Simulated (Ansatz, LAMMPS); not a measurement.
# Electronic structure of glassy 76SiO2-9BaO-7SrO-4Li2O-4ZrO2 (mol %) (128 atoms), part 2 of 2

Wanted: forces, charges and levels of glassy 76SiO2-9BaO-7SrO-4Li2O-4ZrO2 (mol %) (128 atoms).

Ansatz 0.2.0; Kohn-Sham DFT, LDA, PAW (set soft_2), plane waves.

The cell: 34 Si, 4 Ba, 3 Sr, 4 Li, 2 Zr and 81 O. The quench rate of 30 K/ps is many orders above laboratory rates. The starting topology of bonds comes from the classical model. The Brillouin zone is sampled at Γ only, in a cell whose shortest periodic width is 12 Å. Spin–orbit coupling is left out.

So far. Step 3 (Plane-wave single point): About 38 of the 728 electrons lie in deeper levels, below the stored range.

### Step 3. Plane-wave single point (continued)

Electrostatic potential energy in the bc plane at fractional x = 0.097, with atoms of Si and Ba and Li and O within 0.2 Å of it. With pseudopotentials it is smooth inside the atoms' cores, unlike the true potential.

Ten even steps from '0' (-39 eV) to '9' (11 eV), each cell a mean:
```
9999999998899974100148998899999999
9999999999999873000037999999999999
9988899999999875201258999999999999
9875689999999987655688999889999999
8765689999999998888899996225999999
8877899999999999999999984004999999
9989999999999999999888887558999999
9999999999999999886215888899999999
9999999999999887544226988999999999
9999999999972135100579999999999999
9999999999850015101589999999999899
9999999987775578764479999999999988
9999999987667899961017999999999987
9999999974478999983126789999999999
8999877720049999998620048999999878
6898632431269999998600017999998533
6887500167899999999742258999998523
8998743578999999999888889999999877
9999888889999999999999999999999999
9999999999999999999999999999996579
9999999999999999999999999999961038
9999999987799999999999997788874369
9999999951049998888899940157778999
9999999961149987544579941168788999
```
Columns run along b (12.2 Å; values clipped at the 3rd and 97th percentile), rows up along c (12.2 Å). Atoms in or near the plane, at fractional coordinates: Si at (0.64, 0.35), Ba at (0.52, 0.94), Li at (0.96, 0.32), O at (0.28, 0.38), O at (0.38, 0.57), O at (0.76, 0.77), O at (0.56, 0.46), O at (0.72, 0.04).

Valence density in the bc plane at fractional x = 0.097, with atoms of Si and Ba and Li and O within 0.2 Å of it. It is the smooth field of the valence electrons, not physical close to the nuclei.

Values in e/Å³, 13 rows by 16 columns, each cell a mean:
```
0.0 0.0 0.0 0.1 0.4 0.2 0.2 1.0 0.8 0.9 0.2 0.4 0.2 0.1 0.1 0.0
0.2 0.8 0.5 0.1 0.0 0.0 0.1 0.7 1.0 0.6 0.1 0.1 0.2 0.1 0.1 0.0
0.2 1.0 0.5 0.1 0.0 0.0 0.0 0.0 0.1 0.1 0.1 1.7 3.6 0.4 0.0 0.0
0.1 0.2 0.1 0.0 0.0 0.0 0.0 0.0 0.3 1.0 0.4 1.1 1.9 0.2 0.0 0.0
0.1 0.1 0.0 0.0 0.0 0.3 0.6 0.2 1.0 3.0 0.6 0.1 0.1 0.0 0.0 0.0
0.1 0.1 0.0 0.0 0.1 2.1 4.7 0.8 0.4 0.5 0.1 0.0 0.0 0.0 0.1 0.1
0.4 0.1 0.0 0.1 0.2 0.6 0.8 0.3 2.2 3.2 0.3 0.0 0.0 0.0 0.2 0.8
0.2 0.1 0.1 0.6 3.2 1.2 0.1 0.1 1.4 2.4 0.4 0.2 0.1 0.0 0.1 0.4
0.2 0.3 0.4 0.8 3.1 1.0 0.0 0.0 0.2 0.4 0.2 0.3 0.1 0.0 0.2 3.4
0.1 0.5 0.6 0.2 0.1 0.0 0.0 0.0 0.4 0.8 0.3 0.1 0.0 0.0 0.1 0.4
0.1 0.1 0.1 0.1 0.1 0.0 0.0 0.0 0.1 0.2 0.1 0.0 0.0 0.3 1.7 0.8
0.1 0.0 0.0 0.2 0.8 0.4 0.1 0.0 0.0 0.0 0.2 0.8 0.4 0.5 3.1 1.4
0.0 0.0 0.0 0.5 4.0 1.9 0.1 0.3 0.5 0.2 0.6 4.5 1.8 0.3 0.2 0.1
```
Columns run along b (12.2 Å), rows up along c (12.2 Å). Atoms in or near the plane, at fractional coordinates: Si at (0.64, 0.35), Ba at (0.52, 0.94), Li at (0.96, 0.32), O at (0.28, 0.38), O at (0.38, 0.57), O at (0.76, 0.77), O at (0.56, 0.46), O at (0.72, 0.04).

Forces differ by site in this geometry: O atoms with 3 neighbours bear 1.6 eV/Å on average, against 1.1 eV/Å for those with 2. Mean Löwdin charges: Ba +1.84, Li +0.77, O -0.82, Si +1.69, Sr +1.78, Zr +1.49 e (they miss 1.3 % of the electrons, so they add up to more than the cell's charge).

### Step 4. Structure statistics

These statistics describe the geometry on which the runs were made.

Density 2.99 g/cm³, 14.21 Å³ an atom.

Pair distribution functions g(r), in bins of 0.2 Å:

```
r (Å)  total   O-O  O-Si  O-Ba  O-Li  O-Sr   O-Zr
 1.50   1.61  0.00  4.80  0.00  0.00  0.00   0.00
 1.70   3.02  0.00  9.00  0.00  0.00  0.00   0.00
 1.90   0.09  0.00  0.00  0.00  2.29  0.00   0.00
 2.10   0.32  0.00  0.00  0.00  2.60  0.00  11.16
 2.30   0.07  0.04  0.00  0.00  0.83  0.00   0.91
 2.50   1.27  2.86  0.00  0.00  0.38  3.75   0.00
 2.70   1.62  3.48  0.00  2.10  1.51  1.68   0.00
 2.90   0.57  0.65  0.00  1.82  0.52  1.44   0.00
 3.10   0.88  0.78  0.38  1.89  0.46  0.32   0.00
 3.30   0.71  0.65  0.48  0.82  1.43  1.08   0.00
 3.50   0.85  0.77  0.94  0.73  0.91  0.98   0.00
 3.70   1.02  0.51  1.53  1.49  0.98  0.86   0.99
 3.90   1.06  0.72  1.62  1.16  1.02  0.79   0.59
 4.10   1.31  0.81  2.07  0.78  1.21  0.73   1.34
 4.30   1.16  0.82  1.57  0.96  1.46  0.97   2.67
 4.50   0.99  1.04  0.84  0.77  0.99  1.02   2.42
 4.70   1.02  1.09  0.83  1.21  1.02  1.08   1.42
 4.90   1.11  1.46  0.62  1.47  0.83  1.84   0.74
 5.10   1.05  1.40  0.60  0.94  1.21  1.37   0.86
 5.30   1.00  1.20  0.69  1.59  0.95  0.64   0.32
 5.50   0.91  0.91  1.01  1.02  0.67  0.88   0.29
 5.70   0.88  0.86  1.01  0.41  0.75  0.73   0.41
 5.90   0.91  0.91  0.97  1.03  0.71  0.59   1.28
```

Bonds by pair of elements; cutoffs follow the first minimum of g(r), held within bounds set by covalent radii, and pairs that aren't listed don't count as bonded:

```
pair A-B  cutoff (Å)  bonds  mean length (Å)  spread (Å)  shortest (Å)  B about A  A about B
    O-Si        2.08    136             1.61       0.031          1.53       1.68          4
    O-Ba        3.33     24             2.94       0.162          2.64      0.296          6
    O-Li        2.27     10             2.05       0.095          1.96      0.123        2.5
    O-Sr        3.12     17             2.67       0.179          2.42       0.21       5.67
    O-Zr        2.82     12             2.12       0.054          2.04      0.148          6
```

The cutoff for O-Li falls short of the minimum of g(r), so counts run low and odd coordinations can be artefacts.

How many atoms have how many bonded neighbours:

```
element  mean   2   3   4  5  6  7  8
     Ba     6   0   0   1  1  0  1  1
     Li   2.5   2   2   0  0  0  0  0
      O  2.46  50  25   6  0  0  0  0
     Si     4   0   0  34  0  0  0  0
     Sr  5.67   0   0   0  1  2  0  0
     Zr     6   0   0   0  0  2  0  0
```

Bond angles, per cent of each kind in bins of 5°:

```
angle (°)  O-Si-O  O-Ba-O  Si-O-Si  O-Sr-O  Ba-O-Si
    45–50     0.0     3.1      0.0     0.0      0.0
    50–55     0.0     9.2      0.0     0.0      0.0
    55–60     0.0     0.0      0.0     7.5      0.0
    60–65     0.0     7.7      0.0     5.0      0.0
    65–70     0.0     1.5      0.0     0.0      0.0
    70–75     0.0     6.2      0.0     0.0      0.0
    75–80     0.0     1.5      0.0    12.5      0.0
    80–85     0.0     9.2      0.0     5.0      3.0
    85–90     0.0     3.1      0.0    15.0      3.0
    90–95     0.5     4.6      0.0     7.5      6.1
   95–100     2.0     7.7      0.0     2.5     18.2
  100–105    18.1     7.7      0.0     5.0     18.2
  105–110    36.3     4.6      0.0     0.0      9.1
  110–115    27.5     1.5      0.0     5.0      9.1
  115–120    12.7     1.5      0.0    12.5     12.1
  120–125     2.9     6.2      0.0     2.5      6.1
  125–130     0.0     9.2      3.6     2.5      6.1
  130–135     0.0     4.6     16.4     2.5      3.0
  135–140     0.0     1.5     12.7     0.0      3.0
  140–145     0.0     4.6      9.1     0.0      0.0
  145–150     0.0     0.0      9.1     5.0      3.0
  150–155     0.0     3.1     12.7     7.5      0.0
  155–160     0.0     0.0     10.9     0.0      0.0
  160–165     0.0     0.0      5.5     2.5      0.0
  165–170     0.0     1.5     12.7     0.0      0.0
  170–175     0.0     0.0      5.5     0.0      0.0
  175–180     0.0     0.0      1.8     0.0      0.0
```

Bond angles (no mean is given where the spread exceeds 20°):

```
  angle  count  mean (°)  spread (°)
 O-Si-O    204       109         5.4
 O-Ba-O     65         -           -
Si-O-Si     55       149        13.7
 O-Sr-O     40         -           -
Ba-O-Si     33       109        14.3
```

Oxygen atoms by the number of network formers (Si, P, Ge, B, Al, As, Ga) bound to them:

```
network formers bound to O  O atoms  per cent
                         0        0         0
                         1       26      32.1
                         2       55      67.9
```

Network units: each former by its oxygen neighbours and how many of them bridge to another former:

```
former  O neighbours  bridging O  atoms
    Si             4           2      6
    Si             4           3     14
    Si             4           4     14
```

Bond length by coordination (bonds to H left out):

```
element  coordination  atoms  mean bond length (Å)
     Ba             4      1                  3.02
     Ba             5      1                  2.81
     Ba             7      1                  2.96
     Ba             8      1                  2.98
     Li             2      2                  2.02
     Li             3      2                  2.07
      O             2     50                  1.65
      O             3     25                  2.14
      O             4      6                  2.31
     Sr             5      1                  2.63
     Sr             6      2                  2.69
```

Rings of the network by King's shortest-path rule, up to 12 atoms, one path for each pair of neighbours; H, halogens, alkali and alkaline-earth atoms are left out, and the last column divides by all other atoms, bonded or not:

```
ring size (atoms)  rings  per network atom
                4      1             0.009
                6      1             0.009
                8      8             0.068
               10     10             0.085
               12     16             0.137
```

The O-Si-O angle averages 109° with a spread of 5°. Counting bonds to Si alone, not to Zr, 68 % of the oxygens join two of these atoms and 32 % one. Rings of 12 atoms are the most common (44 % of those counted); sizes run from 4 to 12, where the search stops.

A closer look about Si27, which bears the longest force: 11 atoms, nearest first, numbered in the order of the input, with positions taken from that point.

```
atom      x      y      z  distance (Å)  bonds  Löwdin charge (e)     Fx     Fy  Fz (eV/Å)
Si27   0.00   0.00   0.00          0.00      4               1.75  -0.07   1.47      -2.96
 O70  -0.76   0.91   1.03          1.57      2              -0.79  -0.15  -0.54       1.26
 O74   1.56   0.19   0.32          1.60      2              -0.77   0.34  -0.45       1.18
 O83  -0.48  -1.53  -0.16          1.61      2              -0.76   0.30  -0.38       0.95
O110  -0.33   0.67  -1.46          1.64      2              -0.80  -0.01  -0.67       0.84
 Si6  -1.27  -2.37  -1.27          2.97      4               1.76  -0.23  -1.06       0.27
Si21   2.97   0.75  -0.20          3.06      4               1.77  -1.32   0.64      -2.62
Si30  -1.45   2.30   1.48          3.10      4               1.62   0.83   0.61      -0.93
 Si5  -0.59   1.55  -2.80          3.25      4               1.63   1.12   0.64       1.50
 O88  -2.47  -1.48  -1.83          3.41      2              -0.77   0.06  -0.16      -1.29
O117   2.61   2.03  -1.15          3.50      2              -0.79   0.77  -0.76       0.84
```

The column of bonds counts only the pairs O-Si within 2.08 Å, O-Ba within 3.33 Å, O-Li within 2.27 Å, O-Sr within 3.12 Å, O-Zr within 2.82 Å; other neighbours, such as metal atoms beside each other in a compound, aren't counted, and periodic images can show an atom twice.

### Step 5. Summary of results

| Item | Value |
| --- | --- |
| free energy per atom | -845.5929 eV/atom |
| pressure | -2.068 GPa |
| r.m.s. force component | 0.8498 eV/Å |
| gap (highest filled to lowest empty level) | 3.627 eV |
| wall time of the 1 DFT run | 22 s |

What this shows: The highest filled and lowest empty levels differ by 3.63 eV (at Γ alone); a local or semilocal functional tends to put such gaps too low. In a disordered cell it changes from sample to sample, and tail or defect levels can set it. Forces differ by site in this geometry: O atoms with 3 neighbours bear 1.6 eV/Å on average, against 1.1 eV/Å for those with 2.

Caveats: The geometry was minimised with a classical potential after classical dynamics and isn't relaxed at this level: its force components are 0.85 eV/Å r.m.s. The stress is far from hydrostatic: its diagonal is -0.8, -4.1, -1.3 GPa, compression counted positive. The pressure of -2.1 GPa belongs to a cell and atoms that aren't relaxed at this level.

[Logs are printed without paths, hosts, clocks, repeated set-up lines and the standing remarks that a program may print on its own settings, such as how far it seeks lower states.]

[Hosts, paths, dates, database ids (printed as entryN), source tags and the programs' standing remarks are cut or masked in the printed files.]
